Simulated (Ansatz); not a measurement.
# Binding curve of WSe2 on Pd(111) (50 atoms)

The cell holds 50 atoms: 32 Pd, 6 W and 12 Se. Its edges and angles: a = 5.750 Å, b = 9.960 Å, c = 27.534 Å, α = 90.0°, β = 90.0°, γ = 90.0°. It derives from Pd and WSe2. The starting structure: 1 layer(s) of WSe2 at its own lattice constant on a slab of Pd(111) strained in the plane by up to 3.2 % to a common cell of 57 Å^2; gaps of 2.35 Å as starting values, 15 Å of vacuum, lowest layers held; not relaxed, displaced by a Gaussian of 0.01 Å. Lattice constants are starting values near those of PBE. Regions: Pd(111), 32 atoms (32 Pd); WSe2, 18 atoms (6 W and 12 Se). Vacuum lies along c.

Calculated with Ansatz 0.2.0: Kohn-Sham DFT, PBE+D3(BJ), PAW (set soft_2, large core), plane waves; cutoff 420 eV, k-mesh 3×2×1, fermi-dirac smearing of 0.1 eV. The upper part (WSe2) is moved rigidly along the normal by z from its relaxed place. Energies are the whole cell less its two frozen parts, over the face of 57.27 Å².

| shift z (Å) | interaction energy (meV/Å²) |
| --- | --- |
| -0.2 | -92.76 |
| +0.0 | -102.4 |
| +0.3 | -92.14 |
| +0.6 | ? |
| +1.0 | -55.37 |
| +1.6 | -34.53 |

**Question.** Fit the universal binding curve to the rows given and interpolate to the withheld row.

**Working.**

The universal binding curve is E(z) = −D (1 + z/l) exp(−z/l), whose curvature at z = 0 is D/l². The depth is D = 102.4 meV/Å². A parabola through the rows at −0.2, 0 and +0.3 Å has the curvature 2 {[E(0.3) − E(0)]/0.3 + [E(−0.2) − E(0)]/0.2} / 0.5 = 330.5 meV/Å⁴, so l = √(D / curvature) = 0.557 Å. At z = 0.6 Å, z/l = 1.078.

Prediction at +0.6: -72.44 meV/Å². The run gave -75.40 meV/Å², so the fit is high by 3.0 meV/Å² (3.9 % of the value).

The curve's steepest slope, D/(e l) at z = l, is 10.8 GPa, an estimate of the stress that rigid separation needs. Among the rows given, the largest miss of the fit is at +1.6, by 12 meV/Å² (18 % of the range of the table).

Limits: The parts are rigid, and they also feel their periodic images through the vacuum. The curve was made for chemical and metallic bonds; the dispersion term here falls off as a power of distance, which it can't follow. The mesh is coarse for these cells.

[Hosts, paths, dates, database ids (printed as entryN), source tags and the programs' standing remarks are cut or masked in the printed files.]
